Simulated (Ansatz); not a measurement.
## Debugging a many-body input for CsCu2I3 (Cmcm)

Aim: the G0W0 gap of CsCu2I3 (Cmcm). The first input has a fault.

Main program and level: Ansatz 0.2.0; G0W0 on r2SCAN, plane waves, PAW.

In doubt: one-shot GW on d or f shells is unsure, so the values of those runs are not to be relied on.

### 1. Starting point

The structure is orthorhombic, space group Cmcm (No. 63). The conventional cell has a = 10.548 Å, b = 13.172 Å, c = 6.097 Å, α = 90.00°, β = 90.00°, γ = 90.00°. Nearest to Cs lie 10 I at 3.88 to 4.47 Å. Nearest to Cu lie 4 I at 2.60 to 2.70 Å. Nearest to I lie 4 Cu at 2.70 Å and 2 Cs at 4.09 Å. I has 2 Cu at 2.60 Å and 4 Cs at 3.88 to 4.47 Å nearest. Farther neighbours and most contacts between anions are not listed.

The cell and positions come from the Crystallography Open Database and are kept as given unless a step says otherwise. Spin-orbit coupling is left out unless a step names it. The default PAW set here is soft_2. Its files were made with PBE.

### 2. First try

input.yaml reads:

```yaml
crystal:
  lattice:
    - [5.27395, -6.58625, 0.0]
    - [5.27395, 6.58625, 0.0]
    - [0.0, 0.0, 6.09718]
  atoms:
    - { symbol: Cs, position: [0.3278, 0.6722, 0.25] }
    - { symbol: Cs, position: [0.6722, 0.3278, 0.75] }
    - { symbol: Cu, position: [0.851, 0.851, 0.0] }
    - { symbol: Cu, position: [0.149, 0.149, 0.5] }
    - { symbol: Cu, position: [0.149, 0.149, 0.0] }
    - { symbol: Cu, position: [0.851, 0.851, 0.5] }
    - { symbol: I, position: [0.8796, 0.1204, 0.25] }
    - { symbol: I, position: [0.1204, 0.8796, 0.75] }
    - { symbol: I, position: [0.836, 0.598, 0.25] }
    - { symbol: I, position: [0.164, 0.402, 0.75] }
    - { symbol: I, position: [0.598, 0.836, 0.75] }
    - { symbol: I, position: [0.402, 0.164, 0.25] }
kpoints:
  mp_grid: { grid: [2, 2, 2] }
hamiltonian:
  xc: r2scan
scf:
  occupations: { method: fixed }
gw:
  n_empty_bands: 447
  ecut_chi: 2
  qp_bands: [v4, c4]
  qp_kpoints: band_edges
  screening: { model: contour_deformation }
```

Command:

```sh
$ ansatz run input.yaml --threads 24 --pin off --max-ram 82944MiB --backend cuda --events-out ev --progress --plain --runs-dir out --devices 1 --max-vram 78GiB
```

Numbers of over 12 decimals in the logs are rounded to 6 here.

Log:

```text
GPUs: using 1 of 1 available (devices: 1).
Engine: ansatz 0.2.0, aarch64-unknown-linux-gnu
Pseudopotentials: kind: paw
Pseudopotential: Cs, paw, valence charge 9, recommended cutoff 500 eV (meta_gga), Cs.paw.azcp
Pseudopotential: Cu, paw, valence charge 19, recommended cutoff 500 eV (meta_gga), Cu.paw.azcp
Pseudopotential: I, paw, valence charge 17, recommended cutoff 500 eV (meta_gga), I.paw.azcp
Functional definition: r2SCAN
  parameter k0 = 0.174
  parameter k1 = 0.065
  parameter a1 = 4.9479
  exchange = r2scan_x(k0 = k0, k1 = k1, a1 = a1)
  correlation = r2scan_c
[...]
Crystal: 12 atoms, lattice volume = 423.578 Å³
Basis set: ecut = 500 eV, 10765 PW (Γ), exchange–correlation on 256×256×180 points (64 copies of the dense FFT grid, shifted against one another)
Bands: 118, of which v1, the nominal top of the filled ones, is band 98 counted from 1 (97 counted from 0)
Symmetry: 8 space group operations
Space group: Cmcm (ITA 63), of the structure as read, at distance tolerance 7.5e-5 Å
k-points: 6 of 8
Non-local potential: Cs, projectors of the file, l = 0: 3, l = 1: 2, l = 2: 2, l = 3: 2
Non-local potential: Cu, projectors of the file, l = 0: 3, l = 1: 2, l = 2: 3, l = 3: 1
Non-local potential: I, projectors of the file, l = 0: 2, l = 1: 2, l = 2: 2, l = 3: 2
PAW form: soft (Blöchl's): semilocal exchange-correlation on the pseudo side does not see the compensation charge
PAW frozen core: Cs, regenerated for the run's functional (the file was generated under x = pbe(κ = 0.804, μ = 0.219515), c = pbe(β = 0.066725))
PAW frozen core: Cu, regenerated for the run's functional (the file was generated under x = pbe(κ = 0.804, μ = 0.219515), c = pbe(β = 0.066725))
PAW frozen core: I, regenerated for the run's functional (the file was generated under x = pbe(κ = 0.804, μ = 0.219515), c = pbe(β = 0.066725))
PAW one-centre angular grid: Cs, 302 points (default); XC on 160 Gauss nodes
PAW one-centre angular grid: Cu, 590 points (default); XC on 160 Gauss nodes
PAW one-centre angular grid: I, 590 points (default); XC on 160 Gauss nodes
Initial density: superposition of atomic densities (neutral atoms: chi_scale 0, normalization atom), corrected by the library's trained network
Initial wavefunctions: pseudopotential atomic-orbital guess
[...]
Functional: x = r2scan, c = r2scan; τ floored in thin density (d = 2e-4 eV/Å³)
SCF iter   1: F=—  HF=-83073.777029 eV  |F-HF|=—  |Δ(HF+E_count)|=         —  Δρ=1.66e-2  dr2=6.99e-1  dr2_τ=7.73e-3  ethr=1.77e-3  ⟨swp⟩=5.3  Hψ=2276  notcnv=0  defer=100
preconditioner: auto → Resta (q_TF=auto, 2.399 Å⁻¹)  ε∞=4.5  [insulator: Δε(μ)=2.711 eV  Ē_g=9.651 eV  n_scr=96 (ndim 8)  ℏωp=18.0 eV  f_vac=0.164  ε∞_Penn≈4.5]
SCF iter   2: F=—  HF=-83073.789062 eV  |F-HF|=—  |Δ(HF+E_count)|=   1.20e-2  Δρ=9.58e-3  dr2=2.35e-1  dr2_τ=5.90e-3  ethr=3.57e-4  ⟨swp⟩=3.0  Hψ=1444  notcnv=0  defer=107
SCF iter   3: F=—  HF=-83073.697389 eV  |F-HF|=—  |Δ(HF+E_count)|=   9.17e-2  Δρ=3.53e-3  dr2=3.47e-2  dr2_τ=4.17e-4  ethr=1.20e-4  ⟨swp⟩=2.0  Hψ=1229  notcnv=0  defer=103
SCF iter   4: F=—  HF=-83073.692504 eV  |F-HF|=—  |Δ(HF+E_count)|=   4.88e-3  Δρ=4.16e-4  dr2=8.66e-4  dr2_τ=5.23e-5  ethr=1.77e-5  ⟨swp⟩=2.0  Hψ=948  notcnv=0  defer=108
SCF iter   5: F=—  HF=-83073.692924 eV  |F-HF|=—  |Δ(HF+E_count)|=   4.20e-4  Δρ=1.73e-4  dr2=1.43e-4  dr2_τ=5.19e-6  ethr=4.42e-7  ⟨swp⟩=2.0  Hψ=946  notcnv=0  defer=108
SCF iter   6: F=—  HF=-83073.692979 eV  |F-HF|=—  |Δ(HF+E_count)|=   5.54e-5  Δρ=6.80e-5  dr2=1.42e-5  dr2_τ=2.93e-7  ethr=7.31e-8  ⟨swp⟩=2.0  Hψ=922  notcnv=0  defer=108
SCF iter   7: F=—  HF=-83073.692983 eV  |F-HF|=—  |Δ(HF+E_count)|=   3.68e-6  Δρ=2.27e-5  dr2=1.97e-6  dr2_τ=1.45e-8  ethr=7.25e-9  ⟨swp⟩=2.0  Hψ=918  notcnv=0  defer=108
SCF iter   8: F=—  HF=-83073.692983 eV  |F-HF|=—  |Δ(HF+E_count)|=   1.40e-7  Δρ=4.34e-6  dr2=1.12e-7  dr2_τ=4.02e-9  ethr=1.00e-9  ⟨swp⟩=2.0  Hψ=1054  notcnv=0  defer=108
SCF iter   9: F=-83073.692983 eV  HF=-83073.692983 eV  |F-HF|=1.28e-9  |Δ(HF+E_count)|=   7.82e-8  Δρ=1.75e-6  dr2=1.41e-8  dr2_τ=1.01e-10  ethr=5.10e-11  ⟨swp⟩=15.5  Hψ=3821  notcnv=0
SCF 1 converged in 9 iterations: F = -83073.692983 eV  dr2 = 1.41e-8
[...]
SCF converged after 9 iterations
[...]
--- G₀W₀: contour deformation, 6 samples at zero and on the imaginary axis and 1 off it, 8 q-points, 447 empty bands' worth ---
  eigenvalues of the whole cell's RPA ε∞ on this k-mesh (on a slab, of 1 + 4πα/V) = 4.5586, 4.6656, 4.7010; static W/v taken at q = 0 is 0.216071
  bands read: the sum over 545 bands ends inside a degenerate multiplet in 3 slots, whose members it reads at an even weight; the widest, k=1: bands 545 to 546 (counted from 1) at 1/2 each
  gw.qp_kpoints: band_edges: 6 of 6 stored k-points solved, in 1 pass; an edge of the gap read off the rows below is read off those points alone
  `?` marks the rows in doubt; gw_qp.tsv's column doubts and the gw_qp event give each row's grounds
    ik  band        ε_KS         Σx   Σc(E_QP)       V_xc       Z   E_QP_lin       E_QP  E_QP is
     0    95      5.5798   -36.1750     2.9305   -29.5896  0.8706     1.7449     1.9249  root ?
     0    96      6.0319   -32.4423     2.5757   -27.0039  0.8748     3.0669     3.1693  root ?
     0    97      6.0570   -35.6486     2.7179   -29.6028  0.8736     2.6094     2.7291  root ?
     0    98      6.2437   -34.9115     2.6128   -29.1507  0.8752     2.9887     3.0957  root ?
     0    99      8.7399    -6.8001    -2.1963   -10.6903  0.8833    10.4701    10.4338  root
     0   100      9.5652    -7.9189    -2.1710   -11.1944  0.8811    10.6835    10.6698  root
     0   101      9.6592    -7.8597    -2.3144   -11.8778  0.8796    11.4028    11.3629  root
     0   102      9.6776    -8.5271    -2.3298   -12.8665  0.8810    11.7497    11.6872  root
     1    95      5.8566   -37.3289     2.8543   -30.7210  0.8725     1.9460     2.1031  root ?
     1    96      5.8566   -37.3289     2.8543   -30.7210  0.8725     1.9460     2.1031  root ?
     1    97      5.8869   -37.6305     2.8684   -31.0146  0.8722     1.9813     2.1393  root ?
     1    98      5.8869   -37.6305     2.8684   -31.0146  0.8722     1.9813     2.1393  root ?
     1    99      9.3608    -7.3104    -2.2812   -11.3556  0.8814    11.1671    11.1248  root
     1   100      9.3608    -7.3104    -2.2812   -11.3556  0.8814    11.1671    11.1248  root
     1   101      9.5933    -8.0006    -2.3003   -12.1773  0.8811    11.5202    11.4696  root
     1   102      9.5933    -8.0006    -2.3003   -12.1773  0.8811    11.5202    11.4696  root
     2    95      5.6333   -36.6247     2.9400   -29.9860  0.8695     1.7440     1.9346  root ?
     2    96      5.7443   -35.6752     2.8360   -29.3301  0.8721     2.0795     2.2352  root ?
     2    97      5.9979   -36.1490     2.7585   -29.9374  0.8728     2.4131     2.5448  root ?
     2    98      6.1353   -34.8893     2.6438   -29.0427  0.8744     2.8217     2.9325  root ?
     2    99      9.6923    -7.7360    -2.3043   -11.8822  0.8793    11.5840    11.5342  root
     2   100      9.8429    -8.3096    -2.2629   -12.1006  0.8801    11.4012    11.3710  root
     2   101      9.8848    -8.1915    -2.3719   -12.4590  0.8787    11.8360    11.7804  root
     2   102      9.9315    -8.9012    -2.3980   -13.4415  0.8792    12.1573    12.0738  root
     3    95      5.8486   -38.4887     2.9167   -31.6853  0.8717     1.7897     1.9618  root ?
     3    96      5.8486   -38.4887     2.9167   -31.6853  0.8717     1.7897     1.9618  root ?
[...]
3    99      9.7781    -8.2953    -2.3385   -12.5900  0.8798    11.7943    11.7344  root
     3   100      9.7781    -8.2953    -2.3385   -12.5900  0.8798    11.7943    11.7344  root
[...]
4    98      6.0369   -36.1964     2.7477   -30.0072  0.8733     2.4655     2.5953  root ?
[...]
4   102     10.3203    -7.2772    -2.2607   -10.8805  0.8794    11.6855    11.6629  root
     5    95      5.7889   -37.5646     2.8848   -30.9134  0.8718     1.8620     2.0226  root ?
     5    96      5.7889   -37.5646     2.8848   -30.9134  0.8718     1.8620     2.0226  root ?
     5    97      5.9314   -37.9622     2.8524   -31.3416  0.8727     2.0042     2.1632  root ?
     5    98      5.9314   -37.9622     2.8524   -31.3416  0.8727     2.0042     2.1632  root ?
     5    99     10.4051    -7.9325    -2.4329   -12.4676  0.8778    12.5850    12.5073  root
     5   100     10.4051    -7.9325    -2.4329   -12.4676  0.8778    12.5850    12.5073  root
     5   101     10.5910    -8.5749    -2.4727   -13.2309  0.8770    12.8633    12.7743  root
     5   102     10.5910    -8.5749    -2.4727   -13.2309  0.8770    12.8633    12.7743  root
```

Run time: 9.7 s. Hardware: 1 × NVIDIA GB200 (shared by 2 runs) with 24 threads of Arm Neoverse V2, shared host; peak memory 3.3 GiB; 40 s of CPU time.

Reading the cycles: dr2 is the Hartree energy of the density residual (eV), the measure of convergence; HF is the Harris–Foulkes estimate of the energy, which meets the free energy F at convergence.

**What went wrong?**

The run ended normally, though the input holds a fault or crude settings.

The fault: screening cutoff of a few eV. Such a cutoff keeps only a few plane waves in the dielectric matrix, so local fields and the Coulomb hole are lost.

It printed a gap of 7.26 eV, which is an artefact of the settings.

### 3. A better input

Now the one-shot GW correction: screening in the RPA, then the self-energy of the levels asked for.

input.yaml, as its differences from that of step 2:

```diff
@@ -25,4 +25,4 @@
 gw:
-  n_empty_bands: 447
-  ecut_chi: 2
+  n_empty_bands: 961
+  ecut_chi: 100.0
   qp_bands: [v4, c4]
```

Log:

```text
GPUs: using 1 of 1 available (devices: 1).
[...]
Crystal: 12 atoms, lattice volume = 423.578 Å³
Basis set: ecut = 500 eV, 10765 PW (Γ), exchange–correlation on 256×256×180 points (64 copies of the dense FFT grid, shifted against one another)
Bands: 118, of which v1, the nominal top of the filled ones, is band 98 counted from 1 (97 counted from 0)
Symmetry: 8 space group operations
[...]
k-points: 6 of 8
[...]
SCF iter   1: F=—  HF=-83073.777029 eV  |F-HF|=—  |Δ(HF+E_count)|=         —  Δρ=1.66e-2  dr2=6.99e-1  dr2_τ=7.73e-3  ethr=1.77e-3  ⟨swp⟩=5.3  Hψ=2276  notcnv=0  defer=100
[...]
SCF iter   9: F=-83073.692983 eV  HF=-83073.692983 eV  |F-HF|=1.28e-9  |Δ(HF+E_count)|=   7.82e-8  Δρ=1.75e-6  dr2=1.41e-8  dr2_τ=1.01e-10  ethr=5.10e-11  ⟨swp⟩=15.5  Hψ=3821  notcnv=0
SCF 1 converged in 9 iterations: F = -83073.692983 eV  dr2 = 1.41e-8
[...]
SCF converged after 9 iterations
[...]
0    95      5.5798   -36.1750     5.9657   -29.5896  0.7181     4.9514     4.9601  root
     0    96      6.0319   -32.4423     4.8176   -27.0039  0.7405     5.4038     5.4111  root
     0    97      6.0570   -35.6486     5.4683   -29.6028  0.7301     5.4728     5.4795  root
     0    98      6.2437   -34.9115     5.1931   -29.1507  0.7357     5.6700     5.6760  root
     0    99      8.7399    -6.8001    -3.5998   -10.6903  0.8227     9.0312     9.0303  root
     0   100      9.5652    -7.9189    -2.9486   -11.1944  0.8177     9.8934     9.8922  root
     0   101      9.6592    -7.8597    -3.4771   -11.8778  0.8099    10.2039    10.2002  root
     0   102      9.6776    -8.5271    -3.6867   -12.8665  0.8060    10.3357    10.3303  root
[...]
5    99     10.4051    -7.9325    -3.9334   -12.4676  0.8044    11.0120    11.0068  root
     5   100     10.4051    -7.9325    -3.9334   -12.4676  0.8044    11.0120    11.0068  root
     5   101     10.5910    -8.5749    -3.9931   -13.2309  0.8003    11.2604    11.2539  root
     5   102     10.5910    -8.5749    -3.9931   -13.2309  0.8003    11.2604    11.2539  root
```

Wall time 14 s (1 × NVIDIA GB200 (shared by 2 runs) with 24 threads); peak memory 4.9 GiB; 43 s of CPU time.

Numbers from this step:

```yaml
bands_summed: 1059
rpa_eps_infinity_on_this_mesh_eigenvalues: 3.806, 3.884, 3.942
plane_waves_in_the_screening_matrix: 955
q_points_in_the_mesh: 8
g0w0_gap_on_the_mesh: 3.354 eV
k_of_the_valence_top: 0, 0, 0
k_of_the_conduction_bottom: 0, 0, 0
starting_gap_on_the_mesh: 2.496 eV
z_at_the_valence_top: 0.7357
z_at_the_conduction_bottom: 0.8227
least_direct_g0w0_gap_on_the_computed_points: 3.354 eV
```

The gap on the mesh goes from 2.50 eV to 3.35 eV, a correction of +0.86 eV. Between the two edge states, bare exchange in place of the xc potential would open the gap by 9.65 eV, and correlation takes back 8.79 eV.

### 4. Summary of results

```
first try  : converged after 9.7 s
better run : G0W0 gap on the mesh 3.35 eV (2×2×2 mesh, 961 empty bands, screening to 100 eV)
```

**Reading.** The second run differs in: empty bands and screening cutoff (eV). Bands and cutoff are finite, so the gap is not at the basis limit. The miss can reach some tenths of an eV and take either sign; the mesh is an error of its own. The 2×2×2 mesh is coarse for this cell (its supercell is 12 Å along the shortest edge). The RPA ε∞ on it, from the r2SCAN start, is 3.81, 3.88 and 3.94; such meshes misread the long-range screening, most where the gap is narrow. A d shell, filled or nearly so, lies near the gap. One-shot GW converges very slowly in bands there, not always from below, and on a semilocal start the gap tends to come out low; starts rich in exact exchange can overshoot instead. The many-body steps are scalar-relativistic: spin-orbit coupling is not in them.

[Paths, hosts, dates, memory and timing lines, banners, echoed tables and standing remarks are left out of the program output.]

[Logs are printed without paths, hosts, clocks, repeated set-up lines and the standing remarks that a program may print on its own settings, such as how far it seeks lower states.]

[Runs of the session that timed out or met a known fault of the program may be left out.]

[Cells called generated may have been cut or substituted from an entry of the Crystallography Open Database or the Materials Project.]

[Hosts, paths, dates, database ids (printed as entryN), source tags and the programs' standing remarks are cut or masked in the printed files.]
